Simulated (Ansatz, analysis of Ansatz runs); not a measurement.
## LaCrO4 (P2_1/c): a line between two Cr sites for an added hole

Aim: the energy barrier that a trapped hole meets when it moves from one Cr atom to another one nearby in LaCrO4 (P2_1/c). The model is a cell of 48 host atoms.

Program: Ansatz 0.2.0. Level of theory: plane-wave PAW DFT, PBEsol+U; relaxation of all atoms of a supercell at fixed charge in a uniform background; PAW set soft_1. Results are calculated unless marked as measured.

**1. Set-up**

The cell holds 48 atoms: 8 La, 8 Cr and 32 O. Cell: a = 9.773 Å, b = 9.773 Å, c = 8.262 Å, α = 67.1°, β = 112.9°, γ = 85.5°. It derives from LaCrO4 (space group P2_1/c). Nearest the centre at fractional (0.792, 0.292, 0.750): O30 at 1.72 Å, Cr14 at 2.09 Å, Cr16 at 2.09 Å, O42 at 2.15 Å, O34 at 2.23 Å, O22 at 2.28 Å, O32 at 2.29 Å, O44 at 2.69 Å.

Hubbard terms: Cr d 5.0 eV. They were chosen, not fitted, to curb self-interaction in the shells named, the trial site's among them. The two sites are Cr14 and Cr16. The cell's shortest repeat is 8.3 Å. The host's moments were started ferromagnetic, high spin; both sites carry the same spin direction.

**2. The cell without the carrier**

The neutral cell is relaxed first, from small random displacements, so that bond lengths and moments with the carrier can be set beside those of a relaxed cell without it.

neutral.relax/input.yaml

```yaml
crystal:
  lattice:
    - [6.63091836, 7.17871848, 0.02486774]
    - [-6.63091836, 7.17871848, -0.02486774]
    - [-4.76261004, 0.0, 6.75059431]
  atoms:
    - { symbol: La, position: [0.417918, 0.238426, 0.282621] }
    - { symbol: La, position: [0.917918, 0.738426, 0.282621] }
    - { symbol: La, position: [0.488426, 0.667918, 0.217379] }
    - { symbol: La, position: [0.988426, 0.167918, 0.217379] }
    - { symbol: La, position: [0.082082, 0.261574, 0.717379] }
    - { symbol: La, position: [0.582082, 0.761574, 0.717379] }
    - { symbol: La, position: [0.011574, 0.832082, 0.782621] }
    - { symbol: La, position: [0.511574, 0.332082, 0.782621] }
    - { symbol: Cr, position: [0.178278, 0.488166, 0.303795], spin: 1.0 }
    - { symbol: Cr, position: [0.678278, 0.988166, 0.303795], spin: 1.0 }
    - { symbol: Cr, position: [0.238166, 0.928278, 0.196205], spin: 1.0 }
    - { symbol: Cr, position: [0.738166, 0.428278, 0.196205], spin: 1.0 }
    - { symbol: Cr, position: [0.321722, 0.011834, 0.696205], spin: 1.0 }
    - { symbol: Cr, position: [0.821722, 0.511834, 0.696205], spin: 1.0 }
    - { symbol: Cr, position: [0.261834, 0.571722, 0.803795], spin: 1.0 }
    - { symbol: Cr, position: [0.761834, 0.071722, 0.803795], spin: 1.0 }
    - { symbol: O, position: [0.371386, 0.468315, 0.393324] }
    - { symbol: O, position: [0.871386, 0.968315, 0.393324] }
    - { symbol: O, position: [0.218315, 0.121386, 0.106676] }
    - { symbol: O, position: [0.718315, 0.621386, 0.106676] }
    - { symbol: O, position: [0.128614, 0.031685, 0.606676] }
    - { symbol: O, position: [0.628614, 0.531685, 0.606676] }
    - { symbol: O, position: [0.281685, 0.378614, 0.893324] }
    - { symbol: O, position: [0.781685, 0.878614, 0.893324] }
    - { symbol: O, position: [0.051422, 0.65918, 0.120747] }
    - { symbol: O, position: [0.551422, 0.15918, 0.120747] }
    - { symbol: O, position: [0.40918, 0.801422, 0.379253] }
    - { symbol: O, position: [0.90918, 0.301422, 0.379253] }
    - { symbol: O, position: [0.448578, 0.84082, 0.879253] }
    - { symbol: O, position: [0.948578, 0.34082, 0.879253] }
    - { symbol: O, position: [0.09082, 0.698578, 0.620747] }
    - { symbol: O, position: [0.59082, 0.198578, 0.620747] }
    - { symbol: O, position: [0.411094, 0.590047, 0.745077] }
    - { symbol: O, position: [0.911094, 0.090047, 0.745077] }
    - { symbol: O, position: [0.340047, 0.161094, 0.754923] }
    - { symbol: O, position: [0.840047, 0.661094, 0.754923] }
    - { symbol: O, position: [0.088906, 0.909953, 0.254923] }
    - { symbol: O, position: [0.588906, 0.409953, 0.254923] }
    - { symbol: O, position: [0.159953, 0.338906, 0.245077] }
    - { symbol: O, position: [0.659953, 0.838906, 0.245077] }
    - { symbol: O, position: [0.269964, 0.614105, 0.98736] }
    - { symbol: O, position: [0.769964, 0.114105, 0.98736] }
    - { symbol: O, position: [0.364105, 0.019964, 0.51264] }
    - { symbol: O, position: [0.864105, 0.519964, 0.51264] }
    - { symbol: O, position: [0.230036, 0.885895, 0.01264] }
    - { symbol: O, position: [0.730036, 0.385895, 0.01264] }
    - { symbol: O, position: [0.135895, 0.480036, 0.48736] }
    - { symbol: O, position: [0.635895, 0.980036, 0.48736] }
basis:
  ecutwfc: 420
  xc_grid: 2
hamiltonian:
  xc: pbesol
  hubbard:
    sites: [{ species: Cr, l: d, u_eff: 5.0 }]
    projectors: ortho-atomic
  pseudopotentials: { kind: paw, azcp: { folder: soft_1 }, xc_functional: pbe }
kpoints:
  mp_grid: { grid: [1, 1, 1] }
magnetization:
  spin_polarized: true
  initial_magnetization: 8
  spin_locking: { lock_magnetization: hard }
scf:
  occupations: { method: fermi_dirac, width: 0.01 }
  max_iter: 120
  lower_state_search: "off"
output:
  forces: true
relax:
  f_tol: 0.02
  max_steps: 70
  random_displacement: { amplitude: 0.04, seed: 9467 }
checkpoint:
  write: "../neutral.relax.run"
  compress: false
  write_wavefunctions: true
  write_every: 100000
```

On the command line:

```sh
ansatz run input.yaml --threads 8 --pin off --max-ram 18841MiB --backend cpu --events-out ev --progress --plain --runs-dir out
```

Numbers of over 12 decimals in the logs are rounded to 6 here.

The program printed:

```text
[... repeated set-up lines and file paths are left out, and long positions are rounded to six places ...]
Engine: ansatz 0.2.0, aarch64-unknown-linux-gnu
Pseudopotentials: kind: paw
Pseudopotential: La, paw, valence charge 11, recommended cutoff 420 eV (normal), soft_1/La.paw.azcp
Pseudopotential: Cr, paw, valence charge 14, recommended cutoff 420 eV (normal), soft_1/Cr.paw.azcp
Pseudopotential: O, paw, valence charge 6, recommended cutoff 420 eV (normal), soft_1/O.paw.azcp
Functional definition: PBEsol
  exchange = pbesol_x
  correlation = pbesol_c
Crystal: 48 atoms, lattice volume = 644.377 Å³
Basis set: ecut = 420 eV, 12585 PW (Γ), exchange–correlation on 144×144×120 points (8 copies of the dense FFT grid, shifted against one another)
Bands: 248, of which v1, the nominal top of the filled ones, is band 196 counted from 1 (195 counted from 0)
Symmetry: 1 space group operations
k-points: 1
Non-local potential: La, projectors of the file, l = 0: 3, l = 1: 2, l = 2: 2, l = 3: 3
Non-local potential: Cr, projectors of the file, l = 0: 3, l = 1: 2, l = 2: 3, l = 3: 1
Non-local potential: O, projectors of the file, l = 0: 2, l = 1: 2, l = 2: 1
PAW form: soft (Blöchl's): semilocal exchange-correlation on the pseudo side does not see the compensation charge
PAW frozen core: La, regenerated for the run's functional, and the local potential with it (the file was generated under x = pbe(κ = 0.804, μ = 0.219515), c = pbe(β = 0.066725))
PAW frozen core: Cr, regenerated for the run's functional, and the local potential with it (the file was generated under x = pbe(κ = 0.804, μ = 0.219515), c = pbe(β = 0.066725))
[...]
atom  34  O      0.00391280     0.00093665    -0.00128813
  [... 7 atoms left out ...]
  atom  42  O      0.00057743     0.00341533     0.00748564
  [... 1 atom left out ...]
  atom  44  O     -0.00064840     0.00735220    -0.00467531
  [... 1 atom left out ...]
  atom  46  O      0.00373552    -0.00508808    -0.00321628
  [... 2 atoms left out ...]
  max |Σ_I F_I| component: 1.03e-4 eV/Å
--- Band table (eV) ---
  k-point 0 ↑: bands = ["-64.4035", "-64.4033", "-64.4031", "-64.4029", [... 240 left out ...] "12.8104", "12.8137", "12.8294", "12.8296"]
  k-point 0 ↓: bands = ["-63.2094", "-63.2094", "-63.2093", "-63.2091", [... 240 left out ...] "12.8355", "12.8490", "12.8537", "12.8591"]
Occupation matrices written to <dir>
--- Relaxed structure (5 steps of the walk, 5 accepted, 0 SCFs on fresh bases) ---
  F+E_penalty+E_count = -94035.10293575 eV   max|allowed force component| = 1.672e-2 eV/Å
  atoms:
    - { symbol: La, position: [0.418691, 0.237004, 0.283050] }
    - { symbol: La, position: [0.918741, 0.736960, 0.283064] }
    [... 5 atoms left out ...]
    - { symbol: La, position: [0.513491, 0.331316, 0.783346] }
    [... 5 atoms left out ...]
    - { symbol: Cr, position: [0.821988, 0.511939, 0.697841] }
    [... 1 atom left out ...]
    - { symbol: Cr, position: [0.762087, 0.071986, 0.802684] }
    [... 5 atoms left out ...]
    - { symbol: O, position: [0.629027, 0.530656, 0.608352] }
    [... 7 atoms left out ...]
    - { symbol: O, position: [0.949258, 0.340922, 0.881178] }
    [... 1 atom left out ...]
    - { symbol: O, position: [0.591153, 0.199284, 0.619290] }
    [... 1 atom left out ...]
    - { symbol: O, position: [0.912545, 0.089831, 0.746056] }
    [... 7 atoms left out ...]
    - { symbol: O, position: [0.769216, 0.116208, 0.984773] }
    [... 1 atom left out ...]
    - { symbol: O, position: [0.865903, 0.519099, 0.515550] }
    [... 1 atom left out ...]
    - { symbol: O, position: [0.731128, 0.384415, 0.015345] }
    [... 2 atoms left out ...]
[key lines of the parts left out:]
SCF converged after 2 iterations
Magnetization: 8.0000 μB (200.0000 up, 192.0000 down)
Free energy (F): -94035.102936 eV
Fermi energy:    9.270810 (↑ 9.270810, ↓ 9.037974) eV
```

Elapsed: 34 s, on 8 threads of Arm Neoverse V2, shared host; peak memory 1.4 GiB; 4.1 min of CPU time.

The largest displacement from an ideal site is 0.024 Å.

**3. The hole on the first site**

The nearest neighbour or neighbours of the site start displaced and the site's starting moment is changed by the carrier's spin, since a carrier doesn't trap itself in the undistorted lattice.

A.relax/input.yaml

```yaml
crystal:
  lattice:
    - [6.63091836, 7.17871848, 0.02486774]
    - [-6.63091836, 7.17871848, -0.02486774]
    - [-4.76261004, 0.0, 6.75059431]
  atoms:
    - { symbol: La, position: [0.418691, 0.237004, 0.28305] }
    - { symbol: La, position: [0.918741, 0.73696, 0.283064] }
    - { symbol: La, position: [0.486989, 0.668518, 0.21759] }
    - { symbol: La, position: [0.987, 0.168618, 0.217529] }
    - { symbol: La, position: [0.081423, 0.263308, 0.717319] }
    - { symbol: La, position: [0.581601, 0.763189, 0.717541] }
    - { symbol: La, position: [0.0134, 0.831405, 0.783022] }
    - { symbol: La, position: [0.513491, 0.331316, 0.783346] }
    - { symbol: Cr, position: [0.178143, 0.488212, 0.302744], spin: 1.0 }
    - { symbol: Cr, position: [0.678317, 0.988009, 0.30308], spin: 1.0 }
    - { symbol: Cr, position: [0.238328, 0.928259, 0.197656], spin: 1.0 }
    - { symbol: Cr, position: [0.738113, 0.428211, 0.197647], spin: 1.0 }
    - { symbol: Cr, position: [0.322104, 0.01193, 0.697876], spin: 1.0 }
    - { symbol: Cr, position: [0.821988, 0.511939, 0.697841] }
    - { symbol: Cr, position: [0.262271, 0.571844, 0.802967], spin: 1.0 }
    - { symbol: Cr, position: [0.762087, 0.071986, 0.802684], spin: 1.0 }
    - { symbol: O, position: [0.371129, 0.469418, 0.392604] }
    - { symbol: O, position: [0.871357, 0.969112, 0.392463] }
    - { symbol: O, position: [0.219651, 0.121208, 0.108234] }
    - { symbol: O, position: [0.719642, 0.621135, 0.10843] }
    - { symbol: O, position: [0.129049, 0.030863, 0.607949] }
    - { symbol: O, position: [0.640325, 0.529666, 0.613492] }
    - { symbol: O, position: [0.280982, 0.378864, 0.89232] }
    - { symbol: O, position: [0.780636, 0.879037, 0.892446] }
    - { symbol: O, position: [0.051113, 0.659297, 0.119319] }
    - { symbol: O, position: [0.551403, 0.1592, 0.119736] }
    - { symbol: O, position: [0.409326, 0.801101, 0.381123] }
    - { symbol: O, position: [0.908947, 0.300766, 0.381211] }
    - { symbol: O, position: [0.449143, 0.840758, 0.8812] }
    - { symbol: O, position: [0.941842, 0.350984, 0.87028] }
    - { symbol: O, position: [0.091373, 0.699156, 0.619396] }
    - { symbol: O, position: [0.591153, 0.199284, 0.61929] }
    - { symbol: O, position: [0.412429, 0.589996, 0.745904] }
    - { symbol: O, position: [0.912545, 0.089831, 0.746056] }
    - { symbol: O, position: [0.340202, 0.162121, 0.754935] }
    - { symbol: O, position: [0.839102, 0.65359, 0.751227] }
    - { symbol: O, position: [0.087986, 0.910184, 0.254463] }
    - { symbol: O, position: [0.587688, 0.410169, 0.254315] }
    - { symbol: O, position: [0.159991, 0.337995, 0.245681] }
    - { symbol: O, position: [0.660059, 0.837917, 0.24592] }
    - { symbol: O, position: [0.269196, 0.615772, 0.985175] }
    - { symbol: O, position: [0.769216, 0.116208, 0.984773] }
    - { symbol: O, position: [0.366329, 0.019137, 0.51578] }
    - { symbol: O, position: [0.863356, 0.518582, 0.526371] }
    - { symbol: O, position: [0.231321, 0.884132, 0.015538] }
    - { symbol: O, position: [0.731128, 0.384415, 0.015345] }
    - { symbol: O, position: [0.133749, 0.481101, 0.484681] }
    - { symbol: O, position: [0.634337, 0.981062, 0.485254] }
total_charge: 1
basis:
  ecutwfc: 420
  xc_grid: 2
hamiltonian:
  xc: pbesol
  hubbard:
    sites: [{ species: Cr, l: d, u_eff: 5.0 }]
    projectors: ortho-atomic
  pseudopotentials: { kind: paw, azcp: { folder: soft_1 }, xc_functional: pbe }
kpoints:
  mp_grid: { grid: [1, 1, 1] }
magnetization:
  spin_polarized: true
  initial_magnetization: 7
  spin_locking: { lock_magnetization: hard }
scf:
  occupations: { method: fermi_dirac, width: 0.01 }
  max_iter: 120
  lower_state_search: "off"
output:
  forces: true
relax:
  f_tol: 0.015
  max_steps: 70
  escape_saddle: false
checkpoint:
  write: "../A.relax.run"
  compress: false
  write_wavefunctions: true
  write_every: 100000
```

The program printed:

```text
[...]
Crystal: 48 atoms, lattice volume = 644.377 Å³
Basis set: ecut = 420 eV, 12585 PW (Γ), exchange–correlation on 144×144×120 points (8 copies of the dense FFT grid, shifted against one another)
Bands: 247, of which v1, the nominal top of the filled ones, is band 196 counted from 1 (195 counted from 0)
Symmetry: 1 space group operations
[...]
k-points: 1
[...]
Starting moments: Σ|m| = 7 μB on 7 of 48 sites
[...]
SCF iter   1: F=—  HF=-94052.217211 eV  |F-HF|=—  |Δ(HF+E_count)|=         —  Δρ=9.78e-2 (↑9.78e-2 ↓5.01e-2)  dr2=2.04e2  dr2_m=6.08e0  M=7.000 μB ∫|m|=11.423 μB  β_m=0.30  ethr=3.10e-3  ⟨swp⟩=5.5  Hψ=1682  notcnv=0
[...]
SCF iter  31: F=-94043.675715 eV  HF=-94043.675718 eV  |F-HF|=2.41e-6  |Δ(HF+E_count)|=   7.17e-8  Δρ=1.38e-5 (↑1.38e-5 ↓1.23e-5)  dr2=3.80e-6  dr2_m=1.94e-7  M=7.000 μB ∫|m|=9.973 μB  ethr=1.44e-9  ⟨swp⟩=2.0  Hψ=1685  notcnv=0
SCF 1 converged in 31 iterations: F = -94043.675715 eV  dr2 = 3.80e-6
[...]
relax step   1: F+E_penalty+E_count = -94043.67571527 eV  Δ(F+E_penalty+E_count) = +0.000e0 eV  max|allowed force component| = 2.185e0 eV/Å  Δτ_max = 0.0000 Å  (31 SCF iters, dr2 threshold 5.63e-6 eV, accepted)
[...]
relax step   2: F+E_penalty+E_count = -94043.65979261 eV  Δ(F+E_penalty+E_count) = +1.592e-2 eV  max|allowed force component| = 1.609e0 eV/Å  Δτ_max = 0.1630 Å  (15 SCF iters, dr2 threshold 1.00e-4 eV, rejected (line search))
relax step   3: F+E_penalty+E_count = -94044.08046791 eV  Δ(F+E_penalty+E_count) = -4.048e-1 eV  max|allowed force component| = 6.520e-1 eV/Å  Δτ_max = 0.0783 Å  (29 SCF iters, accepted)
relax step   4: F+E_penalty+E_count = -94044.09266885 eV  Δ(F+E_penalty+E_count) = -1.220e-2 eV  max|allowed force component| = 5.370e-1 eV/Å  Δτ_max = 0.1000 Å  (11 SCF iters, dr2 threshold 2.66e-5 eV, accepted)
relax step   5: F+E_penalty+E_count = -94044.12780394 eV  Δ(F+E_penalty+E_count) = -3.514e-2 eV  max|allowed force component| = 5.753e-2 eV/Å  Δτ_max = 0.0475 Å  (8 SCF iters, dr2 threshold 2.57e-5 eV, accepted)
relax step   6: F+E_penalty+E_count = -94044.12907644 eV  Δ(F+E_penalty+E_count) = -1.273e-3 eV  max|allowed force component| = 4.080e-2 eV/Å  Δτ_max = 0.0075 Å  (19 SCF iters, accepted)
relax step   7: F+E_penalty+E_count = -94044.12974782 eV  Δ(F+E_penalty+E_count) = -6.714e-4 eV  max|allowed force component| = 2.409e-2 eV/Å  Δτ_max = 0.0074 Å  (14 SCF iters, accepted)
SCF iter   1: F=—  HF=-94044.129814 eV  |F-HF|=—  |Δ(HF+E_count)|=         —  Δρ=2.48e-4 (↑2.48e-4 ↓1.70e-4)  dr2=6.44e-4  dr2_m=6.84e-5  M=7.000 μB ∫|m|=10.014 μB  β_m=0.30  ethr=1.30e-6  ⟨swp⟩=4.5  Hψ=1207  notcnv=0  defer=84
[...]
SCF iter  15: F=-94044.129988 eV  HF=-94044.129988 eV  |F-HF|=2.12e-8  |Δ(HF+E_count)|=   2.14e-8  Δρ=1.39e-6 (↑1.39e-6 ↓1.14e-6)  dr2=3.39e-8  dr2_m=1.73e-9  M=7.000 μB ∫|m|=10.015 μB  ethr=2.56e-11  ⟨swp⟩=4.0  Hψ=1290  notcnv=0
SCF 8 converged in 15 iterations: F = -94044.129988 eV  dr2 = 3.39e-8
relax step   8: F+E_penalty+E_count = -94044.12998820 eV  Δ(F+E_penalty+E_count) = -2.404e-4 eV  max|allowed force component| = 1.412e-2 eV/Å  Δτ_max = 0.0075 Å  (15 SCF iters, accepted)
NSCF: frozen V_eff on 1 k-points
[...]
SCF converged after 15 iterations
Stability checked in part: among states of this total moment the steps that led to this state did not find it unstable. No probe was made; neither looks for a lower state of another moment (fixed_total_moment; see scf.lower_state_search)
Magnetization: 7.0000 μB (199.0000 up, 192.0000 down)
Absolute magnetization: 10.0868 μB (∫|ρ↑−ρ↓|, with the PAW one-centre terms)
[...]
Per-site moments (μB) at R_I (Å): [(0.00803081, 1.016013), (0.00618173, 1.003540), (0.00754287, 1.010487), [... 45 left out ...]
Free energy (F): -94044.129988 eV
[...]
Internal energy: -94044.129988 eV  (E = F + TS)
E sigma→0 (E₀):  -94044.129988 eV
Fermi energy:    9.263859 (↑ 9.263859, ↓ 8.591039) eV
[...]
--- Forces (eV/Å), atoms counted from 1 ---
  atom   1  La     0.00393928    -0.00137422     0.00296576
  atom   2  La     0.00052436    -0.00155668    -0.00397763
  [... 5 atoms left out ...]
  atom   8  La    -0.00462543    -0.00269761    -0.00273474
  [... 5 atoms left out ...]
  atom  14  Cr    -0.00600535     0.00553144    -0.00044239
  [... 1 atom left out ...]
  atom  16  Cr    -0.00357826     0.00299012     0.00042626
  [... 5 atoms left out ...]
  atom  22  O     -0.00990016    -0.00256309    -0.00450565
  [... 7 atoms left out ...]
  atom  30  O      0.01282664    -0.00006045     0.00427990
  [... 1 atom left out ...]
  atom  32  O      0.00048227     0.00310090     0.00065957
  [... 1 atom left out ...]
  atom  34  O     -0.00027486    -0.00240117    -0.00118017
  [... 7 atoms left out ...]
  atom  42  O      0.00359824    -0.00137528    -0.00106481
  [... 1 atom left out ...]
  atom  44  O      0.00703832    -0.00007592    -0.00023473
  [... 1 atom left out ...]
  atom  46  O      0.00266964     0.00115720     0.00082633
  [... 2 atoms left out ...]
  max |Σ_I F_I| component: 1.20e-5 eV/Å
--- Band table (eV) ---
[...]
Occupation matrices written to <dir>
--- Relaxed structure (8 steps of the walk, 7 accepted, 0 SCFs on fresh bases) ---
  F+E_penalty+E_count = -94044.12998820 eV   max|allowed force component| = 1.412e-2 eV/Å
  atoms:
    - { symbol: La, position: [0.418114, 0.239484, 0.283191] }
    - { symbol: La, position: [0.918764, 0.744575, 0.272864] }
    [... 5 atoms left out ...]
    - { symbol: La, position: [0.512938, 0.326861, 0.789840] }
    [... 5 atoms left out ...]
    - { symbol: Cr, position: [0.822913, 0.509944, 0.696240] }
    [... 1 atom left out ...]
    - { symbol: Cr, position: [0.762574, 0.071179, 0.802750] }
    [... 5 atoms left out ...]
    - { symbol: O, position: [0.637362, 0.520937, 0.614432] }
    [... 7 atoms left out ...]
    - { symbol: O, position: [0.934992, 0.340009, 0.875160] }
    [... 1 atom left out ...]
    - { symbol: O, position: [0.590509, 0.197795, 0.622396] }
    [... 1 atom left out ...]
    - { symbol: O, position: [0.912550, 0.091816, 0.745755] }
    [... 7 atoms left out ...]
    - { symbol: O, position: [0.772315, 0.109283, 0.990187] }
    [... 1 atom left out ...]
    - { symbol: O, position: [0.871223, 0.527579, 0.522314] }
    [... 1 atom left out ...]
    - { symbol: O, position: [0.731779, 0.380501, 0.019290] }
    [... 2 atoms left out ...]
```

Wall time 59 s (8 threads); peak memory 1.4 GiB; 7.3 min of CPU time.

The steps of the relaxation:

```tsv
step	energy less that of the first step (eV)	largest force component (eV/Å)
1	0.0000	2.1854
2	0.0159	1.6091
3	-0.4048	0.6520
4	-0.4170	0.5370
5	-0.4521	0.0575
6	-0.4534	0.0408
7	-0.4540	0.0241
8	-0.4543	0.0141
```

Relaxation step 2 was tried and not accepted.

The atoms that moved most (Å):

```tsv
atom	dx	dy	dz	length
O30	0.004	-0.128	0.033	0.132
O44	0.012	0.121	-0.027	0.125
O22	0.034	-0.084	0.006	0.091
La2	-0.002	0.055	-0.069	0.088
La5	0.078	-0.003	0.014	0.079
La4	-0.024	-0.031	0.062	0.074
La3	-0.018	-0.012	-0.060	0.064
O36	0.035	0.043	0.031	0.063
```

The moves above count from the input, in which the site's nearest neighbours were already displaced; the distances below compare with the cell without the carrier.

Distances from Cr14 without and with the hole:

```tsv
atom	without (Å)	with (Å)
O44	1.70	1.63
O30	1.69	1.64
O22	1.70	1.65
O36	1.71	1.65
```

The largest changes of the moments are -0.79 μB on Cr14, 0.03 μB on O22 and 0.02 μB on O30. The largest part sits on the chosen site.

(Part 1 of 2 ends here.)

[Logs are printed without paths, hosts, clocks, repeated set-up lines and the standing remarks that a program may print on its own settings, such as how far it seeks lower states.]

[Hosts, paths, dates, database ids (printed as entryN), source tags and the programs' standing remarks are cut or masked in the printed files.]
